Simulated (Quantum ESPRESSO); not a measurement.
# 1T-HfO2, 1 layer: solver and mixing choices, part 2 of 3

Wanted: time, iterations and memory of 1T-HfO2, 1 layer by eigensolver and mixing.

Quantum ESPRESSO 7.5; plane-wave DFT, PBE, SPMS norm-conserving pseudopotentials.

So far. Step 2 (Self-consistent run: david, local-TF mixing, beta 0.4 …): Inside the slab this potential holds the local part of the pseudopotentials, which can be repulsive at the nuclei; only its value in the vacuum has a meaning of its own. Step 3 (Ground state: david, plain mixing, beta 0.4, history 8): Counted from each run's own zero (the valence top), the vacuum level differs from the first run's by +0 meV.

## 4. Self-consistent run: david, plain mixing, beta 0.7, history 8

The input, c2.in:

```
&control
  prefix = 'c2'
  outdir = './out'
  pseudo_dir = './pseudo'
  calculation = 'scf'
  tprnfor = .true.
/
&system
  ibrav = 0
  nat = 3
  ntyp = 2
  ecutwfc = 60
  ecutrho = 240
  occupations = 'smearing'
  smearing = 'fd'
  degauss = 0.004
  assume_isolated = 'esm'
  esm_bc = 'bc1'
/
&electrons
  conv_thr = 1e-07
  mixing_beta = 0.7
  electron_maxstep = 80
  mixing_mode = 'plain'
  diagonalization = 'david'
  mixing_ndim = 8
/
ATOMIC_SPECIES
  O   15.9990  08_O_6_1.2_1.4_pbe_n_v1.0.upf
  Hf  178.4900  72_Hf_12_2.3_3.0_pbe_n_v1.0.upf
CELL_PARAMETERS angstrom
  3.24000000000000 0.00000000000000 0.00000000000000
  -1.62000000000000 2.80592230826158 0.00000000000000
  0.00000000000000 0.00000000000000 19.51859087586690
ATOMIC_POSITIONS crystal
  O   0.666666666667 0.333333333333 -0.064517743414
  Hf  0.000000000000 0.000000000000 0.000000000000
  O   0.333333333333 0.666666666667 0.064517743414
K_POINTS automatic
  12 12 1 0 0 0
```

Started as:

```console
$ OMP_NUM_THREADS=1 mpirun -n 4 pw.x -nk 4 -in c2.in > c2.out
```

What it wrote:

```text
[banner, memory and clock lines left out]
Program PWSCF v.7.5 starts
[...]
Message from routine setup:
[...]
number of electrons       =        24.00
     number of Kohn-Sham states=           16
     kinetic-energy cutoff     =      60.0000  Ry
     charge density cutoff     =     240.0000  Ry
[...]
number of k points=    19  Fermi-Dirac smearing, width (Ry)=  0.0040
[...]
Dense  grid:    74941 G-vectors     FFT dimensions: (  32,  32, 192)
[...]
negative rho (up, down):  8.091E-06 0.000E+00
     Starting wfcs are   18 randomized atomic wfcs
[...]
estimated scf accuracy    <       1.36531559 Ry
[...]
estimated scf accuracy    <       9.41827769 Ry
[...]
estimated scf accuracy    <       0.04664805 Ry
[...]
estimated scf accuracy    <       0.04742035 Ry
[...]
estimated scf accuracy    <       0.00271660 Ry
[...]
negative rho (up, down):  9.156E-05 0.000E+00
[...]
estimated scf accuracy    <       0.00578131 Ry
[...]
negative rho (up, down):  4.411E-05 0.000E+00
[...]
estimated scf accuracy    <       0.00454943 Ry
[...]
negative rho (up, down):  3.202E-05 0.000E+00
[...]
estimated scf accuracy    <       0.00154765 Ry
[...]
negative rho (up, down):  3.790E-05 0.000E+00
[...]
estimated scf accuracy    <       0.00106215 Ry
[...]
estimated scf accuracy    <       0.00117372 Ry
[...]
negative rho (up, down):  1.164E-06 0.000E+00
[...]
estimated scf accuracy    <       0.00009184 Ry
[...]
estimated scf accuracy    <       0.00017060 Ry
[...]
estimated scf accuracy    <       0.00054138 Ry
[...]
estimated scf accuracy    <       0.00052993 Ry
[...]
estimated scf accuracy    <       0.00031441 Ry
[...]
estimated scf accuracy    <       0.00012989 Ry
[...]
estimated scf accuracy    <       0.00041596 Ry
[...]
estimated scf accuracy    <       0.00010100 Ry
[...]
estimated scf accuracy    <       0.00037109 Ry
[...]
estimated scf accuracy    <       0.00002539 Ry
[...]
estimated scf accuracy    <       0.00001032 Ry
[...]
estimated scf accuracy    <       0.00000292 Ry
[...]
estimated scf accuracy    <       0.00000422 Ry
[...]
estimated scf accuracy    <       0.00000064 Ry
[...]
estimated scf accuracy    <       0.00000094 Ry
[...]
estimated scf accuracy    <       0.00000481 Ry
[...]
estimated scf accuracy    <       0.00000279 Ry
[...]
estimated scf accuracy    <       0.00000032 Ry
[...]
the Fermi energy is    -7.4299 ev
!    total energy              =    -179.40184894 Ry
     estimated scf accuracy    <       0.00000003 Ry
     smearing contrib. (-TS)   =      -0.00000000 Ry
     internal energy E=F+TS    =    -179.40184894 Ry
[...]
one-electron contribution =     446.56992499 Ry
     hartree contribution      =    -226.63143148 Ry
     xc contribution           =     -44.14076844 Ry
     ewald contribution        =    -355.19957401 Ry
     convergence has been achieved in  29 iterations
[...]
Total force =     0.226525     Total SCF correction =     0.000075
[...]
```

It took 36 s on 4 MPI ranks of Arm Neoverse V2, shared host; peak memory 0.46 GiB.

This step gave:

| Property | Result |
| --- | --- |
| Fermi energy | -7.430 eV |
| valence top, on the run's zero | -8.862 eV |
| conduction bottom, on the run's zero | -5.591 eV |
| gap by band count | 3.270 eV |
| vacuum line at the lower end of the cell, over the valence top | 8.862 eV |
| vacuum line at the upper end of the cell, over the valence top | 8.862 eV |

The program's own clock; routines nest. Time by routine:

| routine | wall time (s) | calls |
| --- | --- | --- |
| PWSCF | 35.92 | 1 |
| electrons | 34.92 | 1 |
| c_bands | 28.39 | 29 |
| cegterg | 24.16 | 145 |
| h_psi | 20.26 | 826 |
| fftw | 16.73 | 15922 |
| vloc_psi | 16.5 | 826 |
| sum_band | 3.76 | 29 |
| v_of_rho | 2.08 | 30 |
| calbec | 1.88 | 846 |
| add_vuspsi | 1.87 | 826 |
| h_psi:calbec | 1.81 | 826 |
| init_us_2 | 0.94 | 300 |
| fft | 0.86 | 310 |

Counted from each run's own zero (the valence top), the vacuum level differs from the first run's by -1 meV.

## 5. SCF with pw.x: david, TF mixing, beta 0.4, history 8

c3.in is the input of step 4 with these lines changed:

```diff
@@ -1,3 +1,3 @@
 &control
-  prefix = 'c2'
+  prefix = 'c3'
   outdir = './out'
@@ -21,5 +21,5 @@
   conv_thr = 1e-07
-  mixing_beta = 0.7
+  mixing_beta = 0.4
   electron_maxstep = 80
-  mixing_mode = 'plain'
+  mixing_mode = 'TF'
   diagonalization = 'david'
```

Started as:

```console
$ OMP_NUM_THREADS=1 mpirun -n 4 pw.x -nk 4 -in c3.in > c3.out
```

What it wrote:

```text
[banner, memory and clock lines left out]
Program PWSCF v.7.5 starts
[...]
Message from routine setup:
[...]
number of electrons       =        24.00
     number of Kohn-Sham states=           16
     kinetic-energy cutoff     =      60.0000  Ry
     charge density cutoff     =     240.0000  Ry
[...]
number of k points=    19  Fermi-Dirac smearing, width (Ry)=  0.0040
[...]
Dense  grid:    74941 G-vectors     FFT dimensions: (  32,  32, 192)
[...]
negative rho (up, down):  8.091E-06 0.000E+00
     Starting wfcs are   18 randomized atomic wfcs
[...]
negative rho (up, down):  5.845E-06 0.000E+00
[...]
estimated scf accuracy    <       1.36531559 Ry
[...]
negative rho (up, down):  5.452E-06 0.000E+00
[...]
estimated scf accuracy    <       0.22142578 Ry
[...]
negative rho (up, down):  2.586E-06 0.000E+00
[...]
estimated scf accuracy    <       0.29749417 Ry
[...]
negative rho (up, down):  2.359E-08 0.000E+00
[...]
estimated scf accuracy    <       0.03648172 Ry
[...]
estimated scf accuracy    <       0.00239282 Ry
[...]
estimated scf accuracy    <       0.00299747 Ry
[...]
estimated scf accuracy    <       0.00643282 Ry
[...]
estimated scf accuracy    <       0.00060429 Ry
[...]
estimated scf accuracy    <       0.00036501 Ry
[...]
estimated scf accuracy    <       0.00043855 Ry
[...]
estimated scf accuracy    <       0.00023392 Ry
[...]
estimated scf accuracy    <       0.00005433 Ry
[...]
estimated scf accuracy    <       0.00140824 Ry
[...]
estimated scf accuracy    <       0.00003391 Ry
[...]
estimated scf accuracy    <       0.00031522 Ry
[...]
negative rho (up, down):  5.329E-04 0.000E+00
[...]
estimated scf accuracy    <       0.00002827 Ry
[...]
negative rho (up, down):  9.699E-04 0.000E+00
[...]
estimated scf accuracy    <       0.00006246 Ry
[...]
negative rho (up, down):  1.491E-03 0.000E+00
[...]
estimated scf accuracy    <       0.00002193 Ry
[...]
negative rho (up, down):  1.478E-03 0.000E+00
[...]
estimated scf accuracy    <       0.00002973 Ry
[...]
negative rho (up, down):  1.649E-03 0.000E+00
[...]
estimated scf accuracy    <       0.00000800 Ry
[...]
negative rho (up, down):  1.739E-03 0.000E+00
[...]
estimated scf accuracy    <       0.00000995 Ry
[...]
negative rho (up, down):  1.634E-03 0.000E+00
[...]
estimated scf accuracy    <       0.00000525 Ry
[...]
negative rho (up, down):  1.453E-03 0.000E+00
[...]
estimated scf accuracy    <       0.00000990 Ry
[...]
negative rho (up, down):  1.317E-03 0.000E+00
[...]
estimated scf accuracy    <       0.00000663 Ry
[...]
negative rho (up, down):  8.645E-04 0.000E+00
[...]
estimated scf accuracy    <       0.00000465 Ry
[...]
negative rho (up, down):  6.778E-04 0.000E+00
[...]
estimated scf accuracy    <       0.00002025 Ry
[...]
negative rho (up, down):  4.662E-04 0.000E+00
[...]
estimated scf accuracy    <       0.00000175 Ry
[...]
negative rho (up, down):  1.567E-04 0.000E+00
[...]
estimated scf accuracy    <       0.00000031 Ry
[...]
negative rho (up, down):  1.159E-04 0.000E+00
[...]
estimated scf accuracy    <       0.00000331 Ry
[...]
negative rho (up, down):  6.274E-05 0.000E+00
[...]
estimated scf accuracy    <       0.00000031 Ry
[...]
negative rho (up, down):  9.033E-05 0.000E+00
[...]
estimated scf accuracy    <       0.00000024 Ry
[...]
negative rho (up, down):  1.282E-04 0.000E+00
[...]
estimated scf accuracy    <       0.00000023 Ry
[...]
the Fermi energy is    -7.4276 ev
!    total energy              =    -179.40184891 Ry
     estimated scf accuracy    <       0.00000006 Ry
     smearing contrib. (-TS)   =      -0.00000000 Ry
     internal energy E=F+TS    =    -179.40184891 Ry
[...]
one-electron contribution =     446.56945194 Ry
     hartree contribution      =    -226.63120798 Ry
     xc contribution           =     -44.14051886 Ry
     ewald contribution        =    -355.19957401 Ry
     convergence has been achieved in  33 iterations
[...]
Total force =     0.226580     Total SCF correction =     0.000096
[...]
```

It took 43 s on 4 MPI ranks; peak memory 0.43 GiB.

Numbers from this step:

| Quantity | Value |
| --- | --- |
| Fermi energy | -7.428 eV |
| valence top, on the run's zero | -8.859 eV |
| conduction bottom, on the run's zero | -5.589 eV |
| vacuum line at the lower end of the cell, over the valence top | 8.859 eV |
| vacuum line at the upper end of the cell, over the valence top | 8.859 eV |

The program's own clock; routines nest. Time by routine:

| routine | wall time (s) | calls |
| --- | --- | --- |
| PWSCF | 42.64 | 1 |
| electrons | 41.63 | 1 |
| c_bands | 34.1 | 33 |
| cegterg | 29.52 | 165 |
| h_psi | 24.66 | 1036 |
| fftw | 20.15 | 18710 |
| vloc_psi | 20.05 | 1036 |
| sum_band | 4.36 | 33 |
| v_of_rho | 2.38 | 34 |
| calbec | 2.29 | 1056 |
| add_vuspsi | 2.28 | 1036 |
| h_psi:calbec | 2.22 | 1036 |
| init_us_2 | 1.08 | 340 |
| fft | 0.98 | 350 |

Counted from each run's own zero (the valence top), the vacuum level differs from the first run's by -4 meV.

## 6. Self-consistent run: david, local-TF mixing, beta 0.7, history 8

c4.in is the input of step 5 with these lines changed:

```diff
@@ -1,3 +1,3 @@
 &control
-  prefix = 'c3'
+  prefix = 'c4'
   outdir = './out'
@@ -21,5 +21,5 @@
   conv_thr = 1e-07
-  mixing_beta = 0.4
+  mixing_beta = 0.7
   electron_maxstep = 80
-  mixing_mode = 'TF'
+  mixing_mode = 'local-TF'
   diagonalization = 'david'
```

Started as:

```console
$ OMP_NUM_THREADS=1 mpirun -n 4 pw.x -nk 4 -in c4.in > c4.out
```

What it wrote:

```text
[banner, memory and clock lines left out]
Program PWSCF v.7.5 starts
[...]
Message from routine setup:
[...]
number of electrons       =        24.00
     number of Kohn-Sham states=           16
     kinetic-energy cutoff     =      60.0000  Ry
     charge density cutoff     =     240.0000  Ry
[...]
number of k points=    19  Fermi-Dirac smearing, width (Ry)=  0.0040
[...]
Dense  grid:    74941 G-vectors     FFT dimensions: (  32,  32, 192)
[...]
negative rho (up, down):  8.091E-06 0.000E+00
     Starting wfcs are   18 randomized atomic wfcs
[...]
negative rho (up, down):  9.746E-04 0.000E+00
[...]
estimated scf accuracy    <       1.36531559 Ry
[...]
negative rho (up, down):  5.898E-04 0.000E+00
[...]
estimated scf accuracy    <       0.07499062 Ry
[...]
negative rho (up, down):  4.306E-06 0.000E+00
[...]
estimated scf accuracy    <       0.27330778 Ry
[...]
estimated scf accuracy    <       0.04712516 Ry
[...]
estimated scf accuracy    <       0.00902334 Ry
[...]
estimated scf accuracy    <       0.00193590 Ry
[...]
estimated scf accuracy    <       0.00516252 Ry
[...]
estimated scf accuracy    <       0.00039383 Ry
[...]
estimated scf accuracy    <       0.00024155 Ry
[...]
estimated scf accuracy    <       0.00070511 Ry
[...]
negative rho (up, down):  9.152E-05 0.000E+00
[...]
estimated scf accuracy    <       0.00177477 Ry
[...]
negative rho (up, down):  5.035E-05 0.000E+00
[...]
estimated scf accuracy    <       0.00000299 Ry
[...]
estimated scf accuracy    <       0.00000788 Ry
[...]
estimated scf accuracy    <       0.00000862 Ry
[...]
estimated scf accuracy    <       0.00000297 Ry
[...]
the Fermi energy is    -7.4301 ev
!    total energy              =    -179.40184874 Ry
     estimated scf accuracy    <       0.00000006 Ry
     smearing contrib. (-TS)   =      -0.00000000 Ry
     internal energy E=F+TS    =    -179.40184874 Ry
[...]
one-electron contribution =     446.56896153 Ry
     hartree contribution      =    -226.63083978 Ry
     xc contribution           =     -44.14039648 Ry
     ewald contribution        =    -355.19957401 Ry
     convergence has been achieved in  16 iterations
[...]
Total force =     0.226804     Total SCF correction =     0.000176
[...]
```

Elapsed: 34 s, on 4 MPI ranks; peak memory 0.43 GiB.

This step gave:

* Fermi energy: -7.430 eV
* valence top, on the run's zero: -8.862 eV
* conduction bottom, on the run's zero: -5.592 eV
* gap by band count: 3.271 eV
* vacuum line at the lower end of the cell, over the valence top: 8.862 eV
* vacuum line at the upper end of the cell, over the valence top: 8.862 eV

The program's own clock; routines nest. Time by routine:

| routine | wall time (s) | calls |
| --- | --- | --- |
| PWSCF | 33.6 | 1 |
| electrons | 32.55 | 1 |
| c_bands | 21.64 | 16 |
| cegterg | 18.55 | 80 |
| h_psi | 15.37 | 643 |
| vloc_psi | 12.49 | 643 |
| fftw | 12.15 | 11048 |
| mix_rho | 7.38 | 16 |
| ffts | 4.35 | 1543 |
| sum_band | 2.16 | 16 |
| calbec | 1.45 | 663 |
| add_vuspsi | 1.43 | 643 |
| h_psi:calbec | 1.38 | 643 |
| v_of_rho | 1.24 | 17 |

Counted from each run's own zero (the valence top), the vacuum level differs from the first run's by -1 meV.

## 7. Ground state: david, local-TF mixing, beta 0.2, history 8

c5.in is the input of step 6 with these lines changed:

```diff
@@ -1,3 +1,3 @@
 &control
-  prefix = 'c4'
+  prefix = 'c5'
   outdir = './out'
@@ -21,3 +21,3 @@
   conv_thr = 1e-07
-  mixing_beta = 0.7
+  mixing_beta = 0.2
   electron_maxstep = 80
```

Started as:

```console
$ OMP_NUM_THREADS=1 mpirun -n 4 pw.x -nk 4 -in c5.in > c5.out
```

What it wrote:

```text
[banner, memory and clock lines left out]
Program PWSCF v.7.5 starts
[...]
Message from routine setup:
[...]
number of electrons       =        24.00
     number of Kohn-Sham states=           16
     kinetic-energy cutoff     =      60.0000  Ry
     charge density cutoff     =     240.0000  Ry
[...]
number of k points=    19  Fermi-Dirac smearing, width (Ry)=  0.0040
[...]
Dense  grid:    74941 G-vectors     FFT dimensions: (  32,  32, 192)
[...]
negative rho (up, down):  8.091E-06 0.000E+00
     Starting wfcs are   18 randomized atomic wfcs
[...]
negative rho (up, down):  1.143E-05 0.000E+00
[...]
estimated scf accuracy    <       1.36531559 Ry
[...]
negative rho (up, down):  1.523E-03 0.000E+00
[...]
estimated scf accuracy    <       0.88340879 Ry
[...]
negative rho (up, down):  6.744E-04 0.000E+00
[...]
estimated scf accuracy    <       0.50400372 Ry
[...]
negative rho (up, down):  5.702E-04 0.000E+00
[...]
estimated scf accuracy    <       0.12428718 Ry
[...]
estimated scf accuracy    <       0.09094965 Ry
[...]
negative rho (up, down):  2.921E-07 0.000E+00
[...]
estimated scf accuracy    <       0.06580460 Ry
[...]
negative rho (up, down):  2.580E-08 0.000E+00
[...]
estimated scf accuracy    <       0.09262067 Ry
[...]
negative rho (up, down):  3.367E-07 0.000E+00
[...]
estimated scf accuracy    <       0.03715949 Ry
[...]
estimated scf accuracy    <       0.01940263 Ry
[...]
estimated scf accuracy    <       0.02168637 Ry
[...]
estimated scf accuracy    <       0.01764206 Ry
[...]
estimated scf accuracy    <       0.01054295 Ry
[...]
estimated scf accuracy    <       0.00608123 Ry
[...]
estimated scf accuracy    <       0.00326024 Ry
[...]
estimated scf accuracy    <       0.00069564 Ry
[...]
estimated scf accuracy    <       0.00063656 Ry
[...]
estimated scf accuracy    <       0.00061183 Ry
[...]
estimated scf accuracy    <       0.00417213 Ry
[...]
negative rho (up, down):  7.488E-08 0.000E+00
[...]
estimated scf accuracy    <       0.00704589 Ry
[...]
estimated scf accuracy    <       0.00687996 Ry
[...]
estimated scf accuracy    <       0.00476001 Ry
[...]
estimated scf accuracy    <       0.00443438 Ry
[...]
estimated scf accuracy    <       0.00325100 Ry
[...]
estimated scf accuracy    <       0.00015664 Ry
[...]
estimated scf accuracy    <       0.00005064 Ry
[...]
negative rho (up, down):  8.002E-08 0.000E+00
[...]
estimated scf accuracy    <       0.00001735 Ry
[...]
negative rho (up, down):  2.447E-08 0.000E+00
[...]
estimated scf accuracy    <       0.00035955 Ry
[...]
estimated scf accuracy    <       0.00003661 Ry
[...]
estimated scf accuracy    <       0.00000352 Ry
[...]
negative rho (up, down):  3.431E-05 0.000E+00
[...]
estimated scf accuracy    <       0.00000213 Ry
[...]
negative rho (up, down):  1.364E-05 0.000E+00
[...]
estimated scf accuracy    <       0.00005728 Ry
[...]
negative rho (up, down):  1.006E-05 0.000E+00
[...]
estimated scf accuracy    <       0.00000195 Ry
[...]
negative rho (up, down):  5.412E-06 0.000E+00
[...]
estimated scf accuracy    <       0.00000227 Ry
[...]
negative rho (up, down):  1.514E-06 0.000E+00
[...]
estimated scf accuracy    <       0.00000019 Ry
[...]
negative rho (up, down):  2.123E-06 0.000E+00
[...]
estimated scf accuracy    <       0.00000129 Ry
[...]
estimated scf accuracy    <       0.00000169 Ry
[...]
estimated scf accuracy    <       0.00000057 Ry
[...]
the Fermi energy is    -7.4311 ev
!    total energy              =    -179.40184894 Ry
     estimated scf accuracy    <       0.00000002 Ry
     smearing contrib. (-TS)   =      -0.00000000 Ry
     internal energy E=F+TS    =    -179.40184894 Ry
[...]
one-electron contribution =     446.56910227 Ry
     hartree contribution      =    -226.63042701 Ry
     xc contribution           =     -44.14095019 Ry
     ewald contribution        =    -355.19957401 Ry
     convergence has been achieved in  38 iterations
[...]
Total force =     0.226670     Total SCF correction =     0.000140
[...]
```

Elapsed: 68 s, on 4 MPI ranks; peak memory 0.45 GiB.

Read from the output:

- Fermi energy: -7.431 eV
- valence top, on the run's zero: -8.864 eV
- conduction bottom, on the run's zero: -5.593 eV
- vacuum line at the lower end of the cell, over the valence top: 8.864 eV
- vacuum line at the upper end of the cell, over the valence top: 8.864 eV

The program's own clock; routines nest. Time by routine:

| routine | wall time (s) | calls |
| --- | --- | --- |
| PWSCF | 67.56 | 1 |
| electrons | 66.55 | 1 |
| c_bands | 39.02 | 38 |
| cegterg | 32.7 | 190 |
| h_psi | 27.34 | 1110 |
| fftw | 22.42 | 21012 |
| vloc_psi | 22.23 | 1110 |
| mix_rho | 19.23 | 38 |
| ffts | 11.33 | 4027 |
| sum_band | 5.08 | 38 |
| v_of_rho | 2.78 | 39 |
| add_vuspsi | 2.53 | 1110 |
| calbec | 2.53 | 1130 |
| h_psi:calbec | 2.46 | 1110 |

Counted from each run's own zero (the valence top), the vacuum level differs from the first run's by +0 meV.

(Continued in part 3 of 3.)

[Logs are printed without paths, hosts, clocks, repeated set-up lines and the standing remarks that a program may print on its own settings, such as how far it seeks lower states.]

[Hosts, paths, dates, database ids (printed as entryN), source tags and the programs' standing remarks are cut or masked in the printed files.]

[Maps of the electrostatic potential energy from Ansatz leave out the sawtooth potential of an applied field or a dipole correction, so their vacuum need not be flat; planar profiles and work functions include it.]
